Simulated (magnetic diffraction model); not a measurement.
# Fe₃AgBi₆Sb₂ below its ordering temperature

Space group R-3 (no. 148), a = 9.5360 Å, c = 11.5470 Å.

```csv
site,atom,x,y,z
18f,Bi,0.7401,0.9982,0.6300
6c,Sb,0,0,0.1251
3b,Ag,0,0,1/2
9d,Fe,5/6,1/6,1/6
```

This is a made-up structure (elements placed in a structure type, unrelaxed), so the numbers test the method and describe no known phase.

Only Fe is taken to order (form factors of Fe2+); orders and moment sizes are assumed, and not adapted to the symmetry. Radiation: neutrons of λ = 2.36 Å, 3° to 45°; isotropic B of 0.4 Å² (Bi), 0.33 Å² (Sb), 0.38 Å² (Ag) and 0.44 Å² (Fe). The intensities are simulated: I ∝ L Σ (|F_N|² + |F_M⊥|²) for unpolarised neutrons, with F_M = 2.695 fm/μB × Σ f(s) S exp(2πi Q·r) exp(−B s²) at Q = H ± k (one set where k and −k are equivalent), only the part normal to Q counting and L = 1/(sin²θ cos θ). For collinear order S is the moment m, which repeats by lattice and centring translations R with the sign exp(−2πi k·R). Form factors are spin-only for 3d ions and dipole or tabulated for f ions, scattering lengths are Sears's of 1992, and absorption is left out. A label names one of the reflections at its angle. The strongest nuclear line in the range is 100, and lines under 0.2 are left out.

Above the ordering temperature:

| 2θ (°) | index | I |
| --- | --- | --- |
| 20.23 | (1 0 1) | 0.5 |
| 28.66 | (1 1 0) | 20.9 |
| 28.88 | (0 1 2) | 3.0 |
| 35.34 | (0 2 1) | 26.3 |
| 35.71 | (0 0 3) | 0.3 |
| 41.14 | (2 0 2) | 100.0 |

Below it (cell unchanged):

| 2θ (°) | I |
| --- | --- |
| 10.08 | 0.6 |
| 20.23 | 0.5 |
| 22.58 | 4.8 |
| 22.72 | 3.1 |
| 28.66 | 20.9 |
| 28.88 | 3.0 |
| 30.45 | 0.4 |
| 30.56 | 0.3 |
| 35.34 | 26.3 |
| 35.71 | 0.3 |
| 36.79 | 1.0 |
| 37.06 | 0.4 |
| 41.14 | 100.0 |
| 42.38 | 0.3 |

**Question.** Check that the new lines index with k = (1/2 0 1/2), then choose among these models:
A. collinear moments along [101], 0.98 μB on Fe; signs + at (5/6, 1/6, 1/6), + at (1/3, 1/6, 1/6), + at (5/6, 2/3, 1/6)
B. collinear moments along [101], 0.98 μB on Fe; signs + at (5/6, 1/6, 1/6), + at (1/3, 1/6, 1/6), − at (5/6, 2/3, 1/6)
C. collinear moments along [100], 0.98 μB on Fe; signs + at (5/6, 1/6, 1/6), + at (1/3, 1/6, 1/6), + at (5/6, 2/3, 1/6)
D. collinear moments along [100], 0.98 μB on Fe; signs + at (5/6, 1/6, 1/6), + at (1/3, 1/6, 1/6), − at (5/6, 2/3, 1/6)

The new lines index as (1/2 0 1/2) at 10.08°, (1/2 1 -1/2) at 22.58°, (1/2 -1 3/2) at 22.72° and (3/2 -2 1/2) at 30.45°, that is as H ± k with k = (1/2 0 1/2), one of 3 inequivalent arms of its star (k and −k counted as one), which a powder can't tell apart. Half indices mean that the moments reverse under translations with k·R a half-integer, and the magnetic cell has twice the primitive volume.

Magnetic intensity, observed (below minus above) and for each model:

| 2θ (°) | index | observed | A | B | C | D |
| --- | --- | --- | --- | --- | --- | --- |
| 10.08 | (1/2 0 1/2) | 0.6 | 2.8 | 0.6 | 7.3 | 1.5 |
| 22.58 | (1/2 1 -1/2) | 4.8 | 1.0 | 4.8 | 0.5 | 2.6 |
| 22.72 | (1/2 -1 3/2) | 3.1 | 0.6 | 3.1 | 0.9 | 4.7 |
| 30.45 | (3/2 -2 1/2) | 0.4 | 2.2 | 0.4 | 1.9 | 0.4 |
| 30.56 | (3/2 0 3/2) | 0.3 | 1.6 | 0.3 | 1.3 | 0.3 |
| 30.77 | (1/2 0 -5/2) | <0.2 | 0.8 | <0.2 | 1.2 | 0.2 |
| 37.06 | (1/2 1 5/2) | 0.4 | <0.2 | 0.4 | 0.3 | 1.3 |
| 42.38 | (1/2 2 3/2) | 0.3 | 1.7 | 0.3 | 1.4 | 0.3 |

Model B matches.

The structure used: k = (1/2 0 1/2), collinear moments along [101], 0.98 μB on Fe; signs + at (5/6, 1/6, 1/6), + at (1/3, 1/6, 1/6), − at (5/6, 2/3, 1/6).

[Logs are printed without paths, hosts, clocks, repeated set-up lines and the standing remarks that a program may print on its own settings, such as how far it seeks lower states.]
